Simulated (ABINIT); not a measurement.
# BaTiO3 (P4mm): a self-consistent loop beyond G0W0, cycle by cycle, part 2 of 2

Wanted: G0W0 and self-consistent gaps of BaTiO3 (P4mm), with the cost of the cycles.

ABINIT 10.8.3; PBE and many-body steps on it, plane waves. Known limits of the many-body steps: not at the basis limit; no spin-orbit coupling; coarse k mesh.

So far. Step 8 (evGW0, cycle 4): Against the cycle before, the gap moves by +0.007 eV. Step 11 (evGW, cycle 1): Against G0W0 in ABINIT (4×4×4 mesh, 118 bands, screening to 130.6 eV, Godby-Needs plasmon pole), the gap moves by +0.844 eV.

The database entry behind the starting cell differs from later determinations by our own check (c/a about 0.6 % short), so it need not match the best structure at ambient conditions.

## Step 14: evGW, cycle 2

This step: evGW on PBE, plane waves, norm-conserving pseudopotentials.

Contents of run.abi:

```
acell 3*1.0 Angstrom
rprim 
  3.999800000000 0.000000000000 0.000000000000
  0.000000000000 3.999800000000 0.000000000000
  0.000000000000 0.000000000000 4.018000000000
ntypat 3
znucl 56 22 8
natom 5
typat 1 2 3 3 3
xred 
  0.000000000000 0.000000000000 0.000000000000
  0.500000000000 0.500000000000 0.490000000000
  0.500000000000 0.500000000000 0.019000000000
  0.500000000000 0.000000000000 0.517000000000
  0.000000000000 0.500000000000 0.517000000000
pp_dirpath "pseudos"
pseudos "Ba.upf, Ti.upf, O.upf"
ecut 38
ngkpt 4 4 4
nshiftk 1
shiftk 0 0 0
kptopt 1
chksymbreak 0
istwfk *1
occopt 1
irdwfk 1
optdriver 4
nband 118
gwcalctyp 10
ecutsigx 38
symsigma 1
nkptgw 18
kptgw 
  0.0000000000 0.0000000000 0.0000000000
  0.2500000000 0.0000000000 0.0000000000
  0.5000000000 0.0000000000 0.0000000000
  0.2500000000 0.2500000000 0.0000000000
  0.5000000000 0.2500000000 0.0000000000
  0.5000000000 0.5000000000 0.0000000000
  0.0000000000 0.0000000000 0.2500000000
  0.2500000000 0.0000000000 0.2500000000
  0.5000000000 0.0000000000 0.2500000000
  0.2500000000 0.2500000000 0.2500000000
  0.5000000000 0.2500000000 0.2500000000
  0.5000000000 0.5000000000 0.2500000000
  0.0000000000 0.0000000000 0.5000000000
  0.2500000000 0.0000000000 0.5000000000
  0.5000000000 0.0000000000 0.5000000000
  0.2500000000 0.2500000000 0.5000000000
  0.5000000000 0.2500000000 0.5000000000
  0.5000000000 0.5000000000 0.5000000000
bdgw 
  12 24
  12 24
  12 24
  12 24
  12 24
  12 24
  12 24
  12 24
  12 24
  12 24
  12 24
  12 24
  12 24
  12 24
  12 24
  12 24
  12 24
  12 24
ecuteps 4.8
irdscr 1
ppmodel 1
irdqps 1
indata_prefix "in"
outdata_prefix "out"
tmpdata_prefix "tmp"
```

Command:

```console
$ OMP_NUM_THREADS=1 mpirun -n 8 abinit run.abi > log
```

Elapsed: 8.1 min, on 8 MPI ranks of Arm Neoverse N1, shared host; peak memory 4.4 GiB; 65 min of CPU time.

Numbers from this step:

```
quasiparticle gap on the mesh                         : 4.21 eV
gap of the density functional on the mesh             : 1.826 eV
k of the valence top                                  : 0.5, 0.5, 0.5
k of the conduction bottom                            : 0, 0, 0
least direct quasiparticle gap on the computed points : 4.461 eV
```

Against the cycle before, the gap moves by +0.078 eV.

## Step 15: Screening, 4×4×4 mesh, 118 bands, screening to 130.6 eV

This step: RPA screening on PBE, plane waves, norm-conserving pseudopotentials.

Contents of run.abi:

```
acell 3*1.0 Angstrom
rprim 
  3.999800000000 0.000000000000 0.000000000000
  0.000000000000 3.999800000000 0.000000000000
  0.000000000000 0.000000000000 4.018000000000
ntypat 3
znucl 56 22 8
natom 5
typat 1 2 3 3 3
xred 
  0.000000000000 0.000000000000 0.000000000000
  0.500000000000 0.500000000000 0.490000000000
  0.500000000000 0.500000000000 0.019000000000
  0.500000000000 0.000000000000 0.517000000000
  0.000000000000 0.500000000000 0.517000000000
pp_dirpath "pseudos"
pseudos "Ba.upf, Ti.upf, O.upf"
ecut 38
ngkpt 4 4 4
nshiftk 1
shiftk 0 0 0
kptopt 1
chksymbreak 0
istwfk *1
occopt 1
irdwfk 1
optdriver 3
nband 118
ecuteps 4.8
inclvkb 2
awtr 1
symchi 1
gwcalctyp 10
mbpt_sciss 2.673 eV
nqptdm 1
qptdm 
  0 0 0
indata_prefix "in"
outdata_prefix "out"
tmpdata_prefix "tmp"
```

Run time: 33 s. Hardware: 8 MPI ranks; peak memory 3 GiB.

This step gave:

| Property | Result |
| --- | --- |
| ε∞ with local fields, on this mesh, along the program's q direction | 4.634 |
| the same without local fields | 4.979 |
| plasma frequency | 29.29 eV |
| plane waves in the screening matrix | 203 |

This screening uses the functional's bands under a rigid shift, the mean opening of the cycle before.

## Step 16: Screening, 4×4×4 mesh, 118 bands, screening to 130.6 eV

This step: RPA screening on PBE from quasiparticle energies, plane waves, norm-conserving pseudopotentials.

run.abi: that of step 15 with these lines changed.

```diff
@@ -32,7 +32,23 @@
 symchi 1
+irdqps 1
 gwcalctyp 10
-mbpt_sciss 2.673 eV
-nqptdm 1
+nqptdm 17
 qptdm 
-  0 0 0
+  0.2500000000 0.0000000000 0.0000000000
+  0.5000000000 0.0000000000 0.0000000000
+  0.2500000000 0.2500000000 0.0000000000
+  0.5000000000 0.2500000000 0.0000000000
+  0.5000000000 0.5000000000 0.0000000000
+  0.0000000000 0.0000000000 0.2500000000
+  0.2500000000 0.0000000000 0.2500000000
+  0.5000000000 0.0000000000 0.2500000000
+  0.2500000000 0.2500000000 0.2500000000
+  0.5000000000 0.2500000000 0.2500000000
+  0.5000000000 0.5000000000 0.2500000000
+  0.0000000000 0.0000000000 0.5000000000
+  0.2500000000 0.0000000000 0.5000000000
+  0.5000000000 0.0000000000 0.5000000000
+  0.2500000000 0.2500000000 0.5000000000
+  0.5000000000 0.2500000000 0.5000000000
+  0.5000000000 0.5000000000 0.5000000000
 indata_prefix "in"
```

Contents of mrgscr.stdin:

```
2
merged
q0_SCR
out_SCR
1
```

Command:

```console
$ OMP_NUM_THREADS=1 mpirun -n 8 abinit run.abi > log; mrgscr < mrgscr.stdin
```

Run time: 2.4 min. Hardware: 8 MPI ranks; peak memory 2.8 GiB; 19 min of CPU time.

This step gave:

| Property | Result |
| --- | --- |
| plasma frequency | 29.29 eV |
| plane waves in the screening matrix | 203 |

This screening reads the quasiparticle levels of the cycle before.

## Step 17: evGW, cycle 3

This step: evGW on PBE, plane waves, norm-conserving pseudopotentials.

run.abi: that of step 16 with these lines changed.

```diff
@@ -26,12 +26,10 @@
 irdwfk 1
-optdriver 3
+optdriver 4
 nband 118
-ecuteps 4.8
-inclvkb 2
-awtr 1
-symchi 1
-irdqps 1
 gwcalctyp 10
-nqptdm 17
-qptdm 
+ecutsigx 38
+symsigma 1
+nkptgw 18
+kptgw 
+  0.0000000000 0.0000000000 0.0000000000
   0.2500000000 0.0000000000 0.0000000000
@@ -53,2 +51,25 @@
   0.5000000000 0.5000000000 0.5000000000
+bdgw 
+  12 24
+  12 24
+  12 24
+  12 24
+  12 24
+  12 24
+  12 24
+  12 24
+  12 24
+  12 24
+  12 24
+  12 24
+  12 24
+  12 24
+  12 24
+  12 24
+  12 24
+  12 24
+ecuteps 4.8
+irdscr 1
+ppmodel 1
+irdqps 1
 indata_prefix "in"
```

Command:

```console
$ OMP_NUM_THREADS=1 mpirun -n 8 abinit run.abi > log
```

Run time: 8.1 min. Hardware: 8 MPI ranks; peak memory 4.4 GiB.

Numbers from this step:

```yaml
quasiparticle_gap_on_the_mesh: 4.218 eV
gap_of_the_density_functional_on_the_mesh: 1.826 eV
k_of_the_valence_top: 0.5, 0.5, 0.5
k_of_the_conduction_bottom: 0, 0, 0
least_direct_quasiparticle_gap_on_the_computed_points: 4.469 eV
```

Against the cycle before, the gap moves by +0.008 eV.

## Step 18: The runs together

Times are wall times on 8 MPI ranks of Arm Neoverse N1, shared host, good to a factor of about two. A run's time includes the screening step that it read.

```csv
run,mesh,bands,screening cutoff (eV),DFT gap (eV),gap on the mesh (eV),direct (eV),ε∞ used,time
G0W0,4×4×4,118,130.6,1.826,3.288,3.574,6.18,3.3 min
"evGW0, cycle 1",4×4×4,118,130.6,1.826,3.703,3.990,6.18,11 min
"evGW0, cycle 2",4×4×4,118,130.6,1.826,3.654,3.937,6.18,11 min
"evGW0, cycle 3",4×4×4,118,130.6,1.826,3.635,3.919,6.18,11 min
"evGW0, cycle 4",4×4×4,118,130.6,1.826,3.642,3.926,6.18,11 min
"evGW, cycle 1",4×4×4,118,130.6,1.826,4.132,4.385,4.87,11 min
"evGW, cycle 2",4×4×4,118,130.6,1.826,4.210,4.461,4.66,11 min
"evGW, cycle 3",4×4×4,118,130.6,1.826,4.218,4.469,4.63,11 min
```

## Step 19: Summary of results

```json
{"G0W0": "3.288 eV", "evGW0, cycle 1": "3.703 eV", "evGW0, cycle 2": "3.654 eV", "evGW0, cycle 3": "3.635 eV", "evGW0, cycle 4": "3.642 eV", "evGW, cycle 1": "4.132 eV", "evGW, cycle 2": "4.210 eV", "evGW, cycle 3": "4.218 eV", "known limits": "not at the basis limit; no spin-orbit coupling; coarse k mesh"}
```

In words: Only the bands that the input lists are updated; the others, empty or deep, keep the functional's energies or take a rigid shift. The evGW loop starts from the last levels of evGW0, so its cycles and time come on top of those. evGW0 ends at 3.64 eV, +0.35 eV from G0W0, after 4 cycles that took 33 min beside the first screening; the last moved the gap by 0.007 eV. evGW ends at 4.22 eV, +0.93 eV from G0W0, after 3 cycles that took 33 min beside the first screening; the last moved the gap by 0.008 eV. The first cycle of evGW0 takes the full correction, without the factor Z, so it overshoots the one-shot value. Bands and cutoff are finite, so the gap is not at the basis limit. The miss can reach some tenths of an eV and take either sign; the mesh is an error of its own. The 4×4×4 mesh is coarse for this cell, which bears on the long-range parts of exchange and screening. In the updated screening the q = 0 part is built from Kohn-Sham bands under a rigid shift, the other q from the quasiparticle levels. The many-body steps are scalar-relativistic: spin-orbit coupling is not in them.

[Paths, hosts, dates, memory and timing lines, banners, echoed tables and standing remarks are left out of the program output.]

[Logs are printed without paths, hosts, clocks, repeated set-up lines and the standing remarks that a program may print on its own settings, such as how far it seeks lower states.]

[Runs of the session that timed out or met a known fault of the program may be left out.]

[Hosts, paths, dates, database ids (printed as entryN), source tags and the programs' standing remarks are cut or masked in the printed files.]

[G0W0 gaps are taken among the corrected bands and points alone; a level outside them can change the order at an edge.]

[Where Ansatz stands beside ABINIT at settings called matched, ABINIT's density can come from a denser mesh and the files from another edition; pairs whose starting gaps differed by over 0.03 eV were left out, so agreement reads better than it is.]
